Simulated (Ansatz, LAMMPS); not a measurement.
# Squeezing and shearing glassy 62GeO2-38BaO (mol %) (76 atoms), part 4 of 5

Aim: relax glassy 62GeO2-38BaO (mol %) (76 atoms), then change its volume and shape to read moduli from the stress.

Ansatz 0.2.0; Kohn-Sham DFT, revPBE, PAW (set soft_2), plane waves.

The cell: 18 Ge, 11 Ba and 47 O. The quench rate of 20 K/ps is orders of magnitude faster than experiment. The network of bonds at the start is that of the classical potential that made the cell. The Brillouin zone is sampled at Γ only. No spin–orbit coupling is included.

So far. Step 5 (Volume -3 %): The relaxation converged after 7 steps, 0.261 eV below its start, with a largest force component of 0.049 eV/Å. Step 5 (Volume -3 %): Volume -3 %: the energy stands 0.138 eV above that of the reference, at a pressure of 1.06 GPa.

### Step 6. Volume +3 %

The relaxed cell is scaled to another volume.

Input file input.yaml:

```yaml
crystal:
  lattice:
    - [10.69649, -0.01819, -0.02929]
    - [-0.01819, 11.13303, -0.0408]
    - [-0.02929, -0.0408, 11.66769]
  atoms:
    [... the 76 atom lines of step 4 ...]
kpoints:
  mp_grid: { grid: [1, 1, 1] }
hamiltonian:
  xc: revpbe
scf:
  occupations: { method: gaussian, width: 0.025 }
output:
  forces: true
  eigenvalues: true
  stress: true
relax:
  f_tol: 0.05
  max_steps: 70
```

On the command line:

```sh
$ ansatz run input.yaml --threads 4 --pin off --max-ram 8192MiB --backend cpu --events-out ev --progress --plain --runs-dir out
```

Numbers of over 12 decimals in the logs are rounded to 6 here.

What it wrote:

```text
[...]
Crystal: 76 atoms, lattice volume = 1389.408 Å³
Basis set: ecut = 420 eV, 27141 PW (Γ), exchange–correlation on 144×150×160 points (8 copies of the dense FFT grid, shifted against one another)
Bands: 398, of which v1, the nominal top of the filled ones, is band 322 counted from 1 (321 counted from 0)
Symmetry: 1 space group operations
[...]
k-points: 1
[...]
SCF iter   1: F=—  HF=-169671.247057 eV  |F-HF|=—  |Δ(HF+E_count)|=         —  Δρ=3.95e-3  dr2=2.22e-1  ethr=1.77e-3  ⟨swp⟩=6.0  Hψ=1613  notcnv=0  defer=47
[...]
SCF iter   6: F=—  HF=-169671.209328 eV  |F-HF|=—  |Δ(HF+E_count)|=   3.56e-4  Δρ=8.40e-5  dr2=8.64e-5  ethr=3.11e-8  ⟨swp⟩=2.0  Hψ=638  notcnv=0  defer=69
SCF iter   7: F=-169671.209346 eV  HF=-169671.209335 eV  |F-HF|=1.09e-5  |Δ(HF+E_count)|=   6.86e-6  Δρ=2.10e-5  dr2=5.97e-6  ethr=9.70e-9  ⟨swp⟩=13.0  Hψ=2231  notcnv=0
SCF 1 converged in 7 iterations: F = -169671.209346 eV  dr2 = 5.97e-6
[...]
relax step   1: F+E_penalty+E_count = -169671.20934606 eV  Δ(F+E_penalty+E_count) = +0.000e0 eV  max|allowed force component| = 4.498e-1 eV/Å  Δτ_max = 0.0000 Å  (7 SCF iters, dr2 threshold 6.25e-5 eV, accepted)
[...]
relax step   2: F+E_penalty+E_count = -169671.23809005 eV  Δ(F+E_penalty+E_count) = -2.874e-2 eV  max|allowed force component| = 6.156e-1 eV/Å  Δτ_max = 0.1946 Å  (8 SCF iters, dr2 threshold 1.26e-5 eV, accepted)
[...]
relax step   3: F+E_penalty+E_count = -169671.39309159 eV  Δ(F+E_penalty+E_count) = -1.550e-1 eV  max|allowed force component| = 1.586e-1 eV/Å  Δτ_max = 0.0855 Å  (6 SCF iters, dr2 threshold 2.37e-5 eV, accepted)
relax step   4: F+E_penalty+E_count = -169671.18913665 eV  Δ(F+E_penalty+E_count) = +2.040e-1 eV  max|allowed force component| = 9.581e-1 eV/Å  Δτ_max = 0.2000 Å  (11 SCF iters, rejected (line search))
relax step   5: F+E_penalty+E_count = -169671.42471105 eV  Δ(F+E_penalty+E_count) = -3.162e-2 eV  max|allowed force component| = 5.552e-2 eV/Å  Δτ_max = 0.0720 Å  (10 SCF iters, accepted)
relax step   6: F+E_penalty+E_count = -169671.43230917 eV  Δ(F+E_penalty+E_count) = -7.598e-3 eV  max|allowed force component| = 4.176e-2 eV/Å  Δτ_max = 0.1000 Å  (9 SCF iters, accepted)
[...]
relax step   7: F+E_penalty+E_count = -169671.43577599 eV  Δ(F+E_penalty+E_count) = -3.467e-3 eV  max|allowed force component| = 4.132e-2 eV/Å  Δτ_max = 0.0675 Å  (9 SCF iters, accepted)
SCF converged after 9 iterations
Free energy (F): -169671.435776 eV
[...]
Internal energy: -169671.435776 eV  (E = F + TS)
E sigma→0 (E₀):  -169671.435776 eV
Fermi energy:    5.993297 eV
[...]
Σ components = -169671.435776   (vs F -169671.435776, Δ=0.00e0)
--- Forces (eV/Å), atoms counted from 1 ---
  atom   1  Ge     0.00065438    -0.01087395     0.01338471
  atom   2  Ge    -0.01973069     0.00578999    -0.03091352
  atom   3  Ge    -0.00662504     0.00687069    -0.00485291
  atom   4  Ge    -0.00186555     0.01245618    -0.01276646
[...]
atom  76  O      0.00387660    -0.02727442     0.00886340
  max |Σ_I F_I| component: 2.46e-5 eV/Å
--- Stress (GPa, compression-positive) ---
       -1.117785       0.028175      -0.101491
        0.028176      -0.845131       0.026491
       -0.101491       0.026491      -0.976019
  P = ⅓ Tr σ = -0.9796 GPa (-9.796 kbar)
--- Band table (eV) ---
[...]
--- Relaxed structure (7 steps of the walk, 6 accepted, 0 SCFs on fresh bases) ---
  F+E_penalty+E_count = -169671.43577599 eV   max|allowed force component| = 4.132e-2 eV/Å
  atoms:
    - { symbol: Ge, position: [0.916326, 0.828855, 0.212591] }
    - { symbol: Ge, position: [0.351427, 0.376028, 0.182255] }
    - { symbol: Ge, position: [0.060325, 0.059675, 0.492643] }
    - { symbol: Ge, position: [0.047165, 0.036112, 0.029901] }
[...]
- { symbol: O, position: [0.339971, 0.215593, 0.233711] }
```

Wall time 62 s (4 threads of Intel Xeon Platinum 8488C (Sapphire Rapids), shared host); peak memory 1.9 GiB; 3.7 min of CPU time.

The relaxation converged after 7 steps, 0.226 eV below its start, with a largest force component of 0.041 eV/Å.

Volume +3 %: the energy stands 0.128 eV above that of the reference, at a pressure of -0.980 GPa.

### Step 7. Volume -6 %

The relaxed cell is scaled to another volume.

Input and log are left out; they have the form of those shown for this kind of step.

Elapsed: 1.8 min, on 4 threads of Intel Xeon Platinum 8488C (Sapphire Rapids), shared host; peak memory 1.8 GiB; 6.5 min of CPU time.

The relaxation converged after 14 steps, 1.18 eV below its start, with a largest force component of 0.012 eV/Å.

Volume -6 %: the energy stands 0.494 eV above that of the reference, at a pressure of 1.90 GPa.

### Step 8. Volume +6 %

The relaxed cell is scaled to another volume.

input.yaml, the sections that differ from step 6:

```yaml
crystal:
  lattice:
    - [10.79935, -0.01836, -0.02957]
    - [-0.01836, 11.24009, -0.04119]
    - [-0.02957, -0.04119, 11.77988]
  atoms:
    [... the 76 atom lines of step 4 ...]
# kpoints, hamiltonian, scf, output, relax: as in step 6
```

What it wrote:

```text
[...]
Crystal: 76 atoms, lattice volume = 1429.876 Å³
Basis set: ecut = 420 eV, 27945 PW (Γ), exchange–correlation on 150×160×160 points (8 copies of the dense FFT grid, shifted against one another)
Bands: 398, of which v1, the nominal top of the filled ones, is band 322 counted from 1 (321 counted from 0)
Symmetry: 1 space group operations
[...]
k-points: 1
[...]
SCF iter   1: F=—  HF=-169670.272642 eV  |F-HF|=—  |Δ(HF+E_count)|=         —  Δρ=3.99e-3  dr2=2.35e-1  ethr=1.77e-3  ⟨swp⟩=6.0  Hψ=1613  notcnv=0  defer=49
[...]
SCF iter   6: F=—  HF=-169670.234105 eV  |F-HF|=—  |Δ(HF+E_count)|=   3.63e-4  Δρ=9.04e-5  dr2=1.05e-4  ethr=3.41e-8  ⟨swp⟩=2.0  Hψ=638  notcnv=0  defer=69
SCF iter   7: F=-169670.234125 eV  HF=-169670.234114 eV  |F-HF|=1.15e-5  |Δ(HF+E_count)|=   8.28e-6  Δρ=2.22e-5  dr2=6.87e-6  ethr=9.70e-9  ⟨swp⟩=11.0  Hψ=2437  notcnv=0
SCF 1 converged in 7 iterations: F = -169670.234125 eV  dr2 = 6.87e-6
[...]
relax step   1: F+E_penalty+E_count = -169670.23412509 eV  Δ(F+E_penalty+E_count) = +0.000e0 eV  max|allowed force component| = 8.523e-1 eV/Å  Δτ_max = 0.0000 Å  (7 SCF iters, dr2 threshold 6.25e-5 eV, accepted)
[...]
relax step   2: F+E_penalty+E_count = -169670.71340594 eV  Δ(F+E_penalty+E_count) = -4.793e-1 eV  max|allowed force component| = 5.092e-1 eV/Å  Δτ_max = 0.1977 Å  (7 SCF iters, dr2 threshold 4.54e-5 eV, accepted)
[...]
relax step   3: F+E_penalty+E_count = -169670.95136436 eV  Δ(F+E_penalty+E_count) = -2.380e-1 eV  max|allowed force component| = 2.619e-1 eV/Å  Δτ_max = 0.1144 Å  (8 SCF iters, dr2 threshold 1.62e-5 eV, accepted)
relax step   4: F+E_penalty+E_count = -169670.91266490 eV  Δ(F+E_penalty+E_count) = +3.870e-2 eV  max|allowed force component| = 4.795e-1 eV/Å  Δτ_max = 0.2000 Å  (8 SCF iters, dr2 threshold 1.81e-5 eV, rejected (line search))
relax step   5: F+E_penalty+E_count = -169671.04528289 eV  Δ(F+E_penalty+E_count) = -9.392e-2 eV  max|allowed force component| = 9.121e-2 eV/Å  Δτ_max = 0.0972 Å  (10 SCF iters, accepted)
relax step   6: F+E_penalty+E_count = -169671.06318347 eV  Δ(F+E_penalty+E_count) = -1.790e-2 eV  max|allowed force component| = 6.460e-2 eV/Å  Δτ_max = 0.1000 Å  (9 SCF iters, accepted)
relax step   7: F+E_penalty+E_count = -169671.07228369 eV  Δ(F+E_penalty+E_count) = -9.100e-3 eV  max|allowed force component| = 9.212e-2 eV/Å  Δτ_max = 0.1368 Å  (9 SCF iters, accepted)
relax step   8: F+E_penalty+E_count = -169671.07530544 eV  Δ(F+E_penalty+E_count) = -3.022e-3 eV  max|allowed force component| = 4.840e-2 eV/Å  Δτ_max = 0.0186 Å  (6 SCF iters, dr2 threshold 4.26e-6 eV, accepted)
[...]
relax step   9: F+E_penalty+E_count = -169671.07530587 eV  Δ(F+E_penalty+E_count) = -4.296e-7 eV  max|allowed force component| = 4.840e-2 eV/Å  Δτ_max = 0.0000 Å  (4 SCF iters, accepted)
SCF converged after 4 iterations
Free energy (F): -169671.075306 eV
[...]
Internal energy: -169671.075306 eV  (E = F + TS)
E sigma→0 (E₀):  -169671.075306 eV
Fermi energy:    5.682866 eV
[...]
Σ components = -169671.075306   (vs F -169671.075306, Δ=0.00e0)
--- Forces (eV/Å), atoms counted from 1 ---
  atom   1  Ge     0.02191345    -0.00528075     0.00655199
  atom   2  Ge    -0.01108782    -0.00346034    -0.02015485
  atom   3  Ge     0.01657137    -0.00617717     0.01597078
  atom   4  Ge    -0.02189725     0.03287874    -0.00133821
[...]
atom  76  O      0.00150252    -0.00470055    -0.00292421
  max |Σ_I F_I| component: 3.40e-5 eV/Å
--- Stress (GPa, compression-positive) ---
       -2.081709       0.100025      -0.138408
        0.100025      -1.593322       0.028173
       -0.138408       0.028173      -1.849992
  P = ⅓ Tr σ = -1.8417 GPa (-18.417 kbar)
--- Band table (eV) ---
[...]
--- Relaxed structure (9 steps of the walk, 8 accepted, 0 SCFs on fresh bases) ---
  F+E_penalty+E_count = -169671.07530587 eV   max|allowed force component| = 4.840e-2 eV/Å
  atoms:
    - { symbol: Ge, position: [0.916371, 0.833263, 0.210515] }
    - { symbol: Ge, position: [0.352613, 0.375681, 0.180358] }
    - { symbol: Ge, position: [0.059662, 0.055184, 0.496170] }
    - { symbol: Ge, position: [0.047320, 0.040948, 0.032435] }
[...]
- { symbol: O, position: [0.339989, 0.216139, 0.230910] }
```

The job ended after 75 s (4 threads; peak memory 2 GiB; 4.5 min of CPU time).

The relaxation converged after 9 steps, 0.841 eV below its start, with a largest force component of 0.048 eV/Å.

Volume +6 %: the energy stands 0.488 eV above that of the reference, at a pressure of -1.84 GPa.

### Step 9. Volume -10 %

The relaxed cell is scaled to another volume.

input.yaml, the sections that differ from step 8:

```yaml
crystal:
  lattice:
    - [10.2261, -0.01739, -0.028]
    - [-0.01739, 10.64344, -0.03901]
    - [-0.028, -0.03901, 11.15458]
  atoms:
    [... the 76 atom lines of step 4 ...]
# kpoints, hamiltonian, scf, output, relax: as in step 8
```

What it wrote:

```text
[...]
Crystal: 76 atoms, lattice volume = 1214.047 Å³
Basis set: ecut = 420 eV, 23731 PW (Γ), exchange–correlation on 144×144×150 points (8 copies of the dense FFT grid, shifted against one another)
Bands: 398, of which v1, the nominal top of the filled ones, is band 322 counted from 1 (321 counted from 0)
Symmetry: 1 space group operations
[...]
k-points: 1
[...]
SCF iter   1: F=—  HF=-169666.561597 eV  |F-HF|=—  |Δ(HF+E_count)|=         —  Δρ=3.91e-3  dr2=1.93e-1  ethr=1.77e-3  ⟨swp⟩=6.0  Hψ=1702  notcnv=0  defer=45
[...]
SCF iter   6: F=—  HF=-169666.550539 eV  |F-HF|=—  |Δ(HF+E_count)|=   2.68e-4  Δρ=5.82e-5  dr2=3.69e-5  ethr=2.28e-8  ⟨swp⟩=2.0  Hψ=639  notcnv=0  defer=69
SCF iter   7: F=-169666.550573 eV  HF=-169666.550566 eV  |F-HF|=7.89e-6  |Δ(HF+E_count)|=   2.62e-5  Δρ=1.70e-5  dr2=3.57e-6  ethr=5.72e-9  ⟨swp⟩=13.0  Hψ=1942  notcnv=0
SCF 1 converged in 7 iterations: F = -169666.550573 eV  dr2 = 3.57e-6
[...]
relax step   1: F+E_penalty+E_count = -169666.55057349 eV  Δ(F+E_penalty+E_count) = +0.000e0 eV  max|allowed force component| = 1.978e0 eV/Å  Δτ_max = 0.0000 Å  (7 SCF iters, dr2 threshold 6.25e-5 eV, accepted)
[...]
relax step   2: F+E_penalty+E_count = -169668.45111339 eV  Δ(F+E_penalty+E_count) = -1.901e0 eV  max|allowed force component| = 9.273e-1 eV/Å  Δτ_max = 0.1950 Å  (7 SCF iters, dr2 threshold 1.00e-4 eV, accepted)
[...]
relax step   3: F+E_penalty+E_count = -169669.35313926 eV  Δ(F+E_penalty+E_count) = -9.020e-1 eV  max|allowed force component| = 4.616e-1 eV/Å  Δτ_max = 0.1933 Å  (8 SCF iters, dr2 threshold 5.37e-5 eV, accepted)
relax step   4: F+E_penalty+E_count = -169669.68480564 eV  Δ(F+E_penalty+E_count) = -3.317e-1 eV  max|allowed force component| = 3.702e-1 eV/Å  Δτ_max = 0.2000 Å  (8 SCF iters, dr2 threshold 4.68e-5 eV, accepted)
relax step   5: F+E_penalty+E_count = -169669.83168487 eV  Δ(F+E_penalty+E_count) = -1.469e-1 eV  max|allowed force component| = 4.490e-1 eV/Å  Δτ_max = 0.1260 Å  (7 SCF iters, dr2 threshold 3.40e-5 eV, accepted)
relax step   6: F+E_penalty+E_count = -169669.99424804 eV  Δ(F+E_penalty+E_count) = -1.626e-1 eV  max|allowed force component| = 3.397e-1 eV/Å  Δτ_max = 0.2000 Å  (7 SCF iters, dr2 threshold 1.00e-4 eV, accepted)
relax step   7: F+E_penalty+E_count = -169669.88847713 eV  Δ(F+E_penalty+E_count) = +1.058e-1 eV  max|allowed force component| = 9.364e-1 eV/Å  Δτ_max = 0.2000 Å  (8 SCF iters, dr2 threshold 6.60e-5 eV, rejected (line search))
relax step   8: F+E_penalty+E_count = -169670.04782125 eV  Δ(F+E_penalty+E_count) = -5.357e-2 eV  max|allowed force component| = 1.213e-1 eV/Å  Δτ_max = 0.0964 Å  (10 SCF iters, accepted)
relax step   9: F+E_penalty+E_count = -169670.05492726 eV  Δ(F+E_penalty+E_count) = -7.106e-3 eV  max|allowed force component| = 1.356e-1 eV/Å  Δτ_max = 0.0680 Å  (9 SCF iters, accepted)
relax step  10: F+E_penalty+E_count = -169670.05904400 eV  Δ(F+E_penalty+E_count) = -4.117e-3 eV  max|allowed force component| = 7.256e-2 eV/Å  Δτ_max = 0.0167 Å  (8 SCF iters, accepted)
relax step  11: F+E_penalty+E_count = -169670.05540201 eV  Δ(F+E_penalty+E_count) = +3.642e-3 eV  max|allowed force component| = 7.172e-2 eV/Å  Δτ_max = 0.1084 Å  (9 SCF iters, rejected (line search))
[...]
relax step  12: F+E_penalty+E_count = -169670.06161747 eV  Δ(F+E_penalty+E_count) = -2.573e-3 eV  max|allowed force component| = 2.293e-2 eV/Å  Δτ_max = 0.0528 Å  (9 SCF iters, accepted)
SCF converged after 9 iterations
Free energy (F): -169670.061617 eV
[...]
Internal energy: -169670.061617 eV  (E = F + TS)
E sigma→0 (E₀):  -169670.061617 eV
Fermi energy:    7.474320 eV
[...]
Σ components = -169670.061617   (vs F -169670.061617, Δ=0.00e0)
--- Forces (eV/Å), atoms counted from 1 ---
  atom   1  Ge    -0.00310740    -0.01996373    -0.00171014
  atom   2  Ge    -0.02025762    -0.00067787     0.00752500
  atom   3  Ge     0.01225356     0.00478057     0.01053538
  atom   4  Ge    -0.02125200    -0.01476768     0.00677523
[...]
atom  76  O     -0.00493809    -0.00091716     0.00366301
  max |Σ_I F_I| component: 1.00e-4 eV/Å
--- Stress (GPa, compression-positive) ---
        4.291628       0.036610       0.769784
        0.036610       3.655593      -0.164005
        0.769784      -0.164005       4.619402
  P = ⅓ Tr σ = 4.1889 GPa (41.889 kbar)
--- Band table (eV) ---
[...]
--- Relaxed structure (12 steps of the walk, 10 accepted, 0 SCFs on fresh bases) ---
  F+E_penalty+E_count = -169670.06161747 eV   max|allowed force component| = 2.293e-2 eV/Å
  atoms:
    - { symbol: Ge, position: [0.919941, 0.810321, 0.225300] }
    - { symbol: Ge, position: [0.349409, 0.379765, 0.190199] }
    - { symbol: Ge, position: [0.059173, 0.089574, 0.479801] }
    - { symbol: Ge, position: [0.047504, 0.014167, 0.019309] }
[...]
- { symbol: O, position: [0.347138, 0.215222, 0.242854] }
```

Wall time 95 s (4 threads); peak memory 1.7 GiB.

The relaxation converged after 12 steps, 3.51 eV below its start, with a largest force component of 0.023 eV/Å.

Volume -10 %: the energy stands 1.50 eV above that of the reference, at a pressure of 4.19 GPa.

### Step 10. Stretched by 1 % along x

The relaxed cell is strained along x alone, which gives the stiffness along x and its coupling to y and z.

input.yaml, the sections that differ from step 9:

```yaml
crystal:
  lattice:
    - [10.69754, -0.01801, -0.029]
    - [-0.01819, 11.02388, -0.0404]
    - [-0.02929, -0.0404, 11.55329]
  atoms:
    [... the 76 atom lines of step 4 ...]
# kpoints, hamiltonian, scf, output, relax: as in step 9
```

What it wrote:

```text
[...]
Crystal: 76 atoms, lattice volume = 1362.430 Å³
Basis set: ecut = 420 eV, 26649 PW (Γ), exchange–correlation on 144×150×160 points (8 copies of the dense FFT grid, shifted against one another)
Bands: 398, of which v1, the nominal top of the filled ones, is band 322 counted from 1 (321 counted from 0)
Symmetry: 1 space group operations
[...]
k-points: 1
[...]
SCF iter   1: F=—  HF=-169671.529632 eV  |F-HF|=—  |Δ(HF+E_count)|=         —  Δρ=3.94e-3  dr2=2.16e-1  ethr=1.77e-3  ⟨swp⟩=5.0  Hψ=1483  notcnv=0  defer=68
[...]
SCF iter   7: F=-169671.492279 eV  HF=-169671.492269 eV  |F-HF|=1.06e-5  |Δ(HF+E_count)|=   3.46e-6  Δρ=2.02e-5  dr2=5.40e-6  ethr=9.70e-9  ⟨swp⟩=14.0  Hψ=2497  notcnv=0
SCF 1 converged in 7 iterations: F = -169671.492279 eV  dr2 = 5.40e-6
[...]
relax step   1: F+E_penalty+E_count = -169671.49227941 eV  Δ(F+E_penalty+E_count) = +0.000e0 eV  max|allowed force component| = 3.237e-1 eV/Å  Δτ_max = 0.0000 Å  (7 SCF iters, dr2 threshold 6.25e-5 eV, accepted)
[...]
relax step   2: F+E_penalty+E_count = -169671.48936254 eV  Δ(F+E_penalty+E_count) = +2.917e-3 eV  max|allowed force component| = 3.213e-1 eV/Å  Δτ_max = 0.0756 Å  (7 SCF iters, dr2 threshold 6.55e-6 eV, rejected (line search))
[...]
relax step   3: F+E_penalty+E_count = -169671.52466860 eV  Δ(F+E_penalty+E_count) = -3.239e-2 eV  max|allowed force component| = 9.982e-2 eV/Å  Δτ_max = 0.0368 Å  (9 SCF iters, accepted)
relax step   4: F+E_penalty+E_count = -169671.51888731 eV  Δ(F+E_penalty+E_count) = +5.781e-3 eV  max|allowed force component| = 1.306e-1 eV/Å  Δτ_max = 0.1000 Å  (9 SCF iters, rejected (line search))
[...]
relax step   5: F+E_penalty+E_count = -169671.53278145 eV  Δ(F+E_penalty+E_count) = -8.113e-3 eV  max|allowed force component| = 3.357e-2 eV/Å  Δτ_max = 0.0370 Å  (9 SCF iters, accepted)
SCF converged after 9 iterations
Free energy (F): -169671.532781 eV
[...]
Internal energy: -169671.532781 eV  (E = F + TS)
E sigma→0 (E₀):  -169671.532781 eV
Fermi energy:    6.210372 eV
[...]
--- Forces (eV/Å), atoms counted from 1 ---
  atom   1  Ge     0.00269176     0.00948156     0.01772310
  atom   2  Ge     0.00870599    -0.00368908     0.00428708
  atom   3  Ge    -0.03357317    -0.00535984     0.01326411
  atom   4  Ge    -0.01717623    -0.00567905    -0.00454986
  atom   5  Ge     0.01000775    -0.00172751     0.00042754
  atom   6  Ge     0.00312319     0.01178496    -0.00147514
  atom   7  Ge    -0.00318205     0.01407076     0.01059655
  atom   8  Ge    -0.00592371     0.00664014     0.00556607
  atom   9  Ge    -0.00197909    -0.00943297    -0.02705020
  atom  10  Ge     0.00181671     0.00876787     0.01389204
  atom  11  Ge     0.00377318    -0.00569327     0.00065147
  atom  12  Ge    -0.00256619    -0.01494744     0.00312069
  atom  13  Ge     0.00467779     0.00560400    -0.00083258
  atom  14  Ge    -0.00170056    -0.00494771    -0.02043594
[...]
atom  75  O      0.00484787     0.00719489     0.00246966
  atom  76  O      0.00120291    -0.00632446     0.00099471
  max |Σ_I F_I| component: 6.86e-5 eV/Å
--- Stress (GPa, compression-positive) ---
       -0.656660       0.001388      -0.066500
        0.001388      -0.231422      -0.002741
       -0.066499      -0.002742      -0.284167
  P = ⅓ Tr σ = -0.3907 GPa (-3.907 kbar)
--- Band table (eV) ---
[...]
--- Relaxed structure (5 steps of the walk, 3 accepted, 0 SCFs on fresh bases) ---
  F+E_penalty+E_count = -169671.53278145 eV   max|allowed force component| = 3.357e-2 eV/Å
  atoms:
    - { symbol: Ge, position: [0.916706, 0.824093, 0.215107] }
    - { symbol: Ge, position: [0.350470, 0.376563, 0.182769] }
    - { symbol: Ge, position: [0.060559, 0.063585, 0.490082] }
    - { symbol: Ge, position: [0.046557, 0.030675, 0.027110] }
[...]
- { symbol: O, position: [0.341428, 0.214882, 0.235049] }
```

The job ended after 42 s (4 threads; peak memory 1.9 GiB).

The relaxation converged after 5 steps, 0.0405 eV below its start, with a largest force component of 0.034 eV/Å.

Stretched by 1 % along x: the energy stands 0.0306 eV above that of the reference, at a pressure of -0.391 GPa.

(Part 4 of 5 ends here.)

[Logs are printed without paths, hosts, clocks, repeated set-up lines and the standing remarks that a program may print on its own settings, such as how far it seeks lower states.]

[Hosts, paths, dates, database ids (printed as entryN), source tags and the programs' standing remarks are cut or masked in the printed files.]
